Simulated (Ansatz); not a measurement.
## LiGeF3 (model cell, started as cubic perovskite with Ge in the octahedra): a soft mode frozen in

Aim: this structure of LiGeF3 (model cell, started as cubic perovskite with Ge in the octahedra) is to be tested for unstable modes, and one is followed downhill.

Method: DFT r2SCAN, scalar-relativistic, plane waves, PAW; PAW set soft_1, in Ansatz 0.2.0.

Most raw output is cut from this account.

The structure was built from a prototype and need not be the compound's stable phase.

**1. Set-up**

The structure is cubic, space group Pm-3m (No. 221). The conventional cell has a = 4.340 Å, b = 4.340 Å, c = 4.340 Å, α = 90.00°, β = 90.00°, γ = 90.00°. Nearest to Li lie 12 F at 3.07 Å. Ge has 6 F at 2.17 Å nearest. Nearest to F lie 2 Ge at 2.17 Å. Farther neighbours and most contacts between anions are not listed.

Structure file:

```cif
data_structure
_symmetry_space_group_name_H-M 'P 1'
_symmetry_Int_Tables_number 1
_cell_length_a 4.3401
_cell_length_b 4.3401
_cell_length_c 4.3401
_cell_angle_alpha 90.000
_cell_angle_beta 90.000
_cell_angle_gamma 90.000
_cell_volume 81.75
loop_
_atom_site_label
_atom_site_type_symbol
_atom_site_fract_x
_atom_site_fract_y
_atom_site_fract_z
_atom_site_occupancy
Li1 Li 0.00000 0.00000 0.00000 1
Ge2 Ge 0.50000 0.50000 0.50000 1
F3 F 0.50000 0.50000 0.00000 1
F4 F 0.50000 0.00000 0.50000 1
F5 F 0.00000 0.50000 0.50000 1
```

**2. Phonons on a q mesh**

The cell comes from relaxations at this level that are not shown. Stability and thermal properties need the whole zone. Linear response on a 2×2×2 q mesh gives force constants as far as a supercell of that size would, and the tensors from the zone-centre run are typed in so that the long-range dipole term is interpolated apart.

Input file input.yaml:

```yaml
crystal:
  lattice:
    - [4.3400973773, 0.0, 0.0]
    - [0.0, 4.3400973773, 0.0]
    - [0.0, 0.0, 4.3400973773]
  atoms:
    - { symbol: Li, position: [0.0, 0.0, 0.0] }
    - { symbol: Ge, position: [0.5, 0.5, 0.5] }
    - { symbol: F, position: [0.5, 0.5, 0.0] }
    - { symbol: F, position: [0.5, 0.0, 0.5] }
    - { symbol: F, position: [0.0, 0.5, 0.5] }
kpoints:
  mp_grid: { grid: [12, 12, 12] }
hamiltonian:
  xc: r2scan
  pseudopotentials: { kind: paw, azcp: { folder: soft_1 } }
scf:
  occupations: { method: fixed }
output:
  eigenvalues: true
phonons:
  method: dfpt
  qmesh: [2, 2, 2]
  temperatures: { t_max: 1000, t_step: 50 }
  qpath:
    path:
      - [[0.0, 0.0, 0.0], [0.0, 0.5, 0.0], [0.5, 0.5, 0.0], [0.0, 0.0, 0.0], [0.5, 0.5, 0.5], [0.0, 0.5, 0.0]]
      - [[0.5, 0.5, 0.5], [0.5, 0.5, 0.0]]
    npoints: 10
  non_analytic_term:
    high_frequency_dielectric_tensor: [[3.4248, 0.0, 0.0], [0.0, 3.4248, 0.0], [0.0, 0.0, 3.4248]]
    born_effective_charges:
      - { species: Li, tensor: [[1.2413, 0.0, 0.0], [0.0, 1.2413, 0.0], [0.0, 0.0, 1.2413]] }
      - { species: Ge, tensor: [[3.7783, 0.0, 0.0], [0.0, 3.7783, 0.0], [0.0, 0.0, 3.7783]] }
      - { species: F, tensor: [[-0.3902, 0.0, 0.0], [0.0, -0.3902, 0.0], [0.0, 0.0, -4.2391]] }
      - { species: F, tensor: [[-0.3902, 0.0, 0.0], [0.0, -4.2391, 0.0], [0.0, 0.0, -0.3902]] }
      - { species: F, tensor: [[-4.2391, 0.0, 0.0], [0.0, -0.3902, 0.0], [0.0, 0.0, -0.3902]] }
    source: "zone-centre run at this cell"
```

Command:

```
$ ansatz run input.yaml --threads 8 --pin off --max-ram 16384MiB --backend cpu --events-out ev --progress --plain --runs-dir out
```

It took 10 min on 8 threads of AMD EPYC 7B13 (Zen 3), shared host; peak memory 10 GiB; 76 min of CPU time.

This step gave:

* gap on the k-mesh: 1.426 eV
* volume per atom: 16.35 Å³
* sum-rule residual before enforcement: 2.25e-4 eV/Å²
* lowest frequency on the path: -308.1 cm⁻¹
* point group: m-3m
* highest frequency on the path or at a solved wavevector: 425.9 cm⁻¹
* highest optical mode at the zone centre (no LO-TO term): 155.4 cm⁻¹
* lowest optical zone-centre mode: -308.1 cm⁻¹
* lowest mode on the q mesh (acoustic modes at Γ apart): -308.1 cm⁻¹

Frequencies (cm⁻¹) solved at each irreducible wavevector; negative means imaginary. Frequencies by wavevector, by row:

```tsv
q in reciprocal lattice units	star	mode 1	mode 2	mode 3	mode 4	mode 13	mode 14	mode 15
0 0 0	1	-308.1	-308.1	-308.1	-216.5	155.4	155.4	155.4
0 0 -0.5	3	-295.6	-295.6	-206.8	-206.8	137.1	255.9	415.3
0 -0.5 -0.5	3	-283.1	-202.5	-202.5	-182.2	271.4	297.2	414.4
-0.5 -0.5 -0.5	1	-217.2	-217.2	-217.2	-141.4	296.7	296.7	425.9
```

Interpolated from a 2×2×2 q mesh, rough between the solved points, with the LO-TO term (at Γ the limit along the path; where Γ stands inside the path, tables give the limit on arrival). The phonon branches at the labelled points (cm⁻¹):

```tsv
point	branch 1	branch 2	branch 3	branch 4	branch 12	branch 13	branch 14	branch 15
Γ	-308	-308	-263	-216	137	155	155	419
halfway	-302	-302	-212	-212	139	139	193	418
X	-296	-296	-207	-207	104	137	256	415
halfway	-290	-204	-196	-151	174	213	264	407
M	-283	-202	-202	-182	271	271	297	414
halfway	-296	-206	-204	-174	139	175	216	395
Γ	-308	-308	-263	-216	137	155	155	419
halfway	-207	-207	-165	-165	180	204	204	377
R	-217	-217	-217	-141	212	297	297	426
halfway	-211	-195	-182	-153	186	219	257	400
X	-296	-296	-207	-207	104	137	256	415
jump to R	-217	-217	-217	-141	212	297	297	426
halfway	-209	-209	-203	-141	254	254	297	413
M	-283	-202	-202	-182	271	271	297	414
```

Symmetry leaves 4 wavevectors to solve. The lowest mode among them, the acoustic zeros apart, lies at Γ and is imaginary, 308.1i cm⁻¹, so the energy falls along it.

**3. The mode frozen in, largest atomic shift 0 Å**

The mode followed lies at q = (0, 0, -0.5) with frequency 295.6i cm⁻¹ and is 2-fold degenerate, one of the unstable modes though not the softest. At small amplitude the distorted cell has space group no. 11 by a symmetry search on the positions. The undistorted cell that holds it gives the zero of energy on the same k mesh.

System of this step: LiGeF3 (model cell, started as cubic perovskite with Ge in the octahedra). It takes space group Pm-3m (No. 221, cubic). Conventional cell: a = 4.340 Å, b = 4.340 Å, c = 4.340 Å, α = 90.00°, β = 90.00°, γ = 90.00°. Nearest to Li lie 12 F at 3.07 Å. Ge has 6 F at 2.17 Å nearest. F has 2 Ge at 2.17 Å nearest. Nearest to F lie 2 Ge at 2.17 Å. Farther neighbours and most contacts between anions are not listed.

Input file input.yaml:

```yaml
crystal:
  lattice:
    - [4.3400973773, 0.0, 0.0]
    - [0.0, 4.3400973773, 0.0]
    - [0.0, 0.0, 8.6801947546]
  atoms:
    - { symbol: Li, position: [0.0, 0.0, 0.0] }
    - { symbol: Li, position: [0.0, 0.0, 0.5] }
    - { symbol: Ge, position: [0.5, 0.5, 0.25] }
    - { symbol: Ge, position: [0.5, 0.5, 0.75] }
    - { symbol: F, position: [0.5, 0.5, 0.0] }
    - { symbol: F, position: [0.5, 0.5, 0.5] }
    - { symbol: F, position: [0.5, 0.0, 0.25] }
    - { symbol: F, position: [0.5, 0.0, 0.75] }
    - { symbol: F, position: [0.0, 0.5, 0.25] }
    - { symbol: F, position: [0.0, 0.5, 0.75] }
kpoints:
  mp_grid: { grid: [6, 6, 4] }
hamiltonian:
  xc: r2scan
  pseudopotentials: { kind: paw, azcp: { folder: soft_1 } }
scf:
  occupations: { method: gaussian, width: 0.02 }
output:
  forces: true
  stress: true
  eigenvalues: true
```

Run time: 3.4 s. Hardware: 8 threads; peak memory 1.2 GiB.

Numbers from this step:

| Property | Result |
| --- | --- |
| pressure | 0.01427 GPa |
| energy from the undistorted cell | 0 meV/atom |

At this level the gap is 1.43 eV on the k-mesh of the self-consistent run, which can miss the band edges.

**4. The mode frozen in, largest atomic shift 0.32 Å**

The atoms are moved along the unstable eigenvector, the largest shift by 0.32 Å, with the cell fixed.

input.yaml, the sections that differ from step 3:

```yaml
crystal:
  lattice:
    - [4.3400973773, 0.0, 0.0]
    - [0.0, 4.3400973773, 0.0]
    - [0.0, 0.0, 8.6801947546]
  atoms:
    - { symbol: Li, position: [0.0, 0.0, 0.0] }
    - { symbol: Li, position: [0.0, 0.0, 0.5] }
    - { symbol: Ge, position: [0.4909207337, 0.5034669134, 0.25] }
    - { symbol: Ge, position: [0.5090792663, 0.4965330866, 0.75] }
    - { symbol: F, position: [0.5, 0.5, 0.0] }
    - { symbol: F, position: [0.5, 0.5, 0.5] }
    - { symbol: F, position: [0.4800826722, -0.0280039888, 0.25] }
    - { symbol: F, position: [0.5199173278, 0.0280039888, 0.75] }
    - { symbol: F, position: [0.0733377627, 0.5076054218, 0.25] }
    - { symbol: F, position: [-0.0733377627, 0.4923945782, 0.75] }
# kpoints, hamiltonian, scf, output: as in step 3
```

Elapsed: 5.8 s, on 8 threads; peak memory 1.3 GiB.

Numbers from this step:

```yaml
pressure: 2.173 GPa
gap_on_the_k_mesh: 1.794 eV
energy_from_the_undistorted_cell: -36.56 meV/atom
```

The energy, extrapolated to zero smearing, is -36.56 meV/atom against the undistorted cell.

The run ends at a pressure of 2.17 GPa, with forces up to 1.1 eV/Å.

**5. Energy along the mode, all amplitudes (two of the runs are shown above)**

An imaginary frequency means negative curvature, so the energy should fall and then rise again as anharmonic terms take over.

This step gave:

```
depth at the lowest point sampled  : 36.56 meV/atom
largest atomic shift at that point : 0.32 Å
```

Energy from the parent against largest atomic shift:

```tsv
largest atomic shift (Å)	energy from the parent (meV/atom)
0.000	0
0.040	-1.25
0.080	-4.85
0.140	-13.7
0.220	-27.9
0.320	-36.6
0.450	8.48
```

Displacement at unit largest shift by atom:

```tsv
atom	x (Å)	y (Å)	z (Å)	size
Li1	0.00	0.00	0.00	0.00
Li2	0.00	0.00	0.00	0.00
Ge3	-0.12	0.05	0.00	0.13
Ge4	0.12	-0.05	0.00	0.13
F5	0.00	0.00	0.00	0.00
F6	0.00	0.00	0.00	0.00
F7	-0.27	-0.38	0.00	0.47
F8	0.27	0.38	0.00	0.47
F9	0.99	0.10	0.00	1.00
F10	-0.99	-0.10	0.00	1.00
```

The lowest of the steps tried is at 0.32 Å, 36.6 meV/atom below the parent; the bottom of the well need not coincide with a step.

**6. Relaxing from the distorted cell**

Starting from the lowest point found, all atoms and the cell are let go, so that strain and other modes of the same symmetry can join in.

Edit input.yaml of step 4 so:

```diff
@@ -22,3 +22,3 @@
 scf:
-  occupations: { method: gaussian, width: 0.02 }
+  occupations: { method: fixed }
 output:
@@ -27 +27,6 @@
   eigenvalues: true
+relax:
+  adjacent_minimum: "off"
+  f_tol: 0.002
+  max_steps: 120
+  cell: { stress_tol: 0.03 }
```

The job ended after 2.9 min (8 threads; peak memory 1.5 GiB; 22 min of CPU time).

Relaxation path (22 of 32):

```tsv
step	energy less that of the first step (eV)	largest force component (eV/Å)	pressure (GPa)	volume (Å³)
1	0.0000	1.0994	2.17	163.50
2	-0.3341	0.4955	-0.83	170.86
4	-0.9225	0.6532	-2.06	167.82
5	-1.3093	0.4163	-1.33	163.24
7	-1.9215	0.2676	0.28	151.30
8	-2.0885	0.2133	0.76	146.00
10	-2.1835	0.1317	0.45	144.35
11	-2.1917	0.0984	-0.14	146.39
13	-2.1955	0.0090	-0.05	146.73
14	-2.1956	0.0028	0.00	146.61
16	-2.1957	0.0009	0.01	146.56
17	-2.1957	0.0007	0.01	146.57
19*	-2.2848	0.0089	0.90	146.60
20	-2.3391	0.1336	0.40	150.92
22	-2.3493	0.4924	-0.53	156.77
23	-2.3851	0.2247	0.23	157.68
25	-2.3902	0.0044	0.07	159.41
26	-2.3902	0.0026	0.00	159.79
28*	-2.3970	0.0045	0.00	159.82
29	-2.3968	0.0039	-0.01	160.23
31	-2.3968	0.0001	0.00	160.38
32*	-2.3971	0.0003	0.00	160.38
```

Relaxation steps marked * repeat the geometry before them on a plane-wave basis chosen anew for their cell, so energy and pressure can jump there. Other such steps can lie between the rows shown. Relaxation step 22 was tried and not accepted.

Forces are held to the 4 operations that the run works with; a distortion that breaks them can't arise in this run.

```tsv
cell as run	before	after	change
a (Å)	4.340	4.830	+11.3 %
b (Å)	4.340	4.829	+11.3 %
c (Å)	8.680	8.742	+0.7 %
γ (°)	90.00	51.87	-42.4 %
volume (Å³/atom)	16.35	16.04	-1.9 %
```

The atoms that moved most (Å, as changes of fractional coordinates times the final cell):

```tsv
atom	dx	dy	dz	length
F7	-0.599	-0.415	0.000	0.729
F8	0.599	0.415	0.000	0.729
F10	-0.229	-0.585	0.000	0.629
F9	0.229	0.585	0.000	0.629
Ge3	0.142	-0.107	0.000	0.178
Ge4	-0.142	0.107	0.000	0.178
```

Final coordinates:

```cif
data_structure
_symmetry_space_group_name_H-M 'P 1'
_symmetry_Int_Tables_number 1
_cell_length_a 4.8296
_cell_length_b 4.8292
_cell_length_c 8.7423
_cell_angle_alpha 90.000
_cell_angle_beta 90.000
_cell_angle_gamma 51.867
_cell_volume 160.38
loop_
_atom_site_label
_atom_site_type_symbol
_atom_site_fract_x
_atom_site_fract_y
_atom_site_fract_z
_atom_site_occupancy
Li1 Li 0.00000 0.00000 0.00000 1
Li2 Li 0.00000 0.00000 0.50000 1
Ge3 Ge 0.53554 0.46468 0.25000 1
Ge4 Ge 0.46446 0.53532 0.75000 1
F5 F 0.50000 0.50000 0.00000 1
F6 F 0.50000 0.50000 0.50000 1
F7 F 0.36676 0.92024 0.25000 1
F8 F 0.63324 0.07976 0.75000 1
F9 F 0.07998 0.63358 0.25000 1
F10 F 0.92002 0.36642 0.75000 1
```

Numbers from this step:

| Property | Result |
| --- | --- |
| pressure | -0.001384 GPa |
| gap on the k-mesh | 4.070 eV |
| volume per atom | 16.04 Å³ |

The distorted start has space group P2_1/m; the relaxation ends in Cmcm.

**7. The new phase in its own primitive cell**

The relaxed structure is symmetrised, reduced to its primitive cell and relaxed tightly, as its phonons need.

input.yaml, the sections that differ from step 6:

```yaml
crystal:
  lattice:
    - [4.3430789622, -2.1120453419, 0.0]
    - [4.3430789622, 2.1120453419, 0.0]
    - [0.0, 0.0, 8.7423231234]
  atoms:
    - { symbol: Li, position: [0.0, 0.0, 0.5] }
    - { symbol: Li, position: [0.0, 0.0, 0.0] }
    - { symbol: Ge, position: [0.5354296873, 0.4645703127, 0.75] }
    - { symbol: Ge, position: [0.4645703127, 0.5354296873, 0.25] }
    - { symbol: F, position: [0.5, 0.5, 0.5] }
    - { symbol: F, position: [0.5, 0.5, 0.0] }
    - { symbol: F, position: [0.366760475, 0.9202378522, 0.75] }
    - { symbol: F, position: [0.633239525, 0.0797621478, 0.25] }
    - { symbol: F, position: [0.0797621478, 0.633239525, 0.75] }
    - { symbol: F, position: [0.9202378522, 0.366760475, 0.25] }
relax:
  adjacent_minimum: "off"
  f_tol: 0.001
  max_steps: 60
  cell: { stress_tol: 0.01 }
# kpoints, hamiltonian, scf, output: as in step 6
```

Run time: 16 s. Hardware: 8 threads; peak memory 1.3 GiB.

Little changed from the start: no atom moved by 0.005 Å and no cell edge by 0.1 %.

Numbers from this step:

| Quantity | Value |
| --- | --- |
| pressure | -0.001002 GPa |
| direct gap on mesh | 4.184 eV |

The largest force component left is 0.68 meV/Å and the pressure is -0.001 GPa, within the tolerances set. The cell now holds 16.04 Å³/atom.

**8. The phases reached**

The phases reached along the modes that were followed are set side by side.

Energies are those of the first relaxation, on the mesh of the frozen mode; space group, volume and gap are those of the last relaxation. Phases, by row:

```tsv
mode frozen in	space group	energy from parent (meV/atom)	volume (Å³/atom)	gap on mesh (eV)	lowest zone-centre optical mode (cm⁻¹)	largest shift (Å)
parent	Pm-3m	0	16.35	1.426	–	–
q = (0, 0, 0), 308i cm⁻¹	P4mm	-273.7	20.27	4.747	-170.2	1.451
q = (0, 0, 0), 308i cm⁻¹	R3m	-363.3	15.53	5.724	129	0.651
q = (0, 0, 0), 308i cm⁻¹	Amm2	-291.5	16.34	4.804	-238	0.817
q = (0, 0, -0.5), 296i cm⁻¹	Cmcm	-276.3	16.04	4.071	–	0.933
q = (0, 0, -0.5), 296i cm⁻¹	Pmma	-75.02	16.37	2.986	–	0.59
q = (0, 0, -0.5), 296i cm⁻¹	Cmcm	-276.3	16.04	4.07	–	0.934
```

**9. Outcome**

| Item | Value |
| --- | --- |
| unstable mode of the parent | q = (0, 0, -0.5), 296i cm⁻¹ |
| depth at the lowest point sampled | 36.6 meV/atom |
| largest atomic shift at that point | 0.32 Å |
| space group reached (within 0.01 Å) | Cmcm |
| energy gained over the parent (first relaxation, on the mesh of the frozen mode) | 276 meV/atom |
| volume per atom, phase reached | 16.0 Å³ |
| gap on the k-mesh, phase reached | 4.07 eV |

Along this mode the structure falls into Cmcm, 276 meV/atom below the parent. At the parent's cell the well is 36.56 meV/atom deep on the steps tried, with its lowest point at a shift of 0.32 Å. Relaxing atoms and cell changes the gain by +239.71 meV/atom against the lowest step (energies at zero smearing). Most of the total comes from this relaxation. The modes of the phase reached were not computed on this path. Of the 6 patterns followed to their end from this parent, this one ends 87.1 meV/atom above the lowest, R3m. Each path keeps the symmetry of its pattern, so a lower phase may lie along a pattern not tried. The q mesh stands for a supercell only 8.7 Å across, so branches between the solved wavevectors are rough. The starting cell was built on a prototype and not taken from a measurement, so the phase need not exist.

[Logs are printed without paths, hosts, clocks, repeated set-up lines and the standing remarks that a program may print on its own settings, such as how far it seeks lower states.]

[Hosts, paths, dates, database ids (printed as entryN), source tags and the programs' standing remarks are cut or masked in the printed files.]
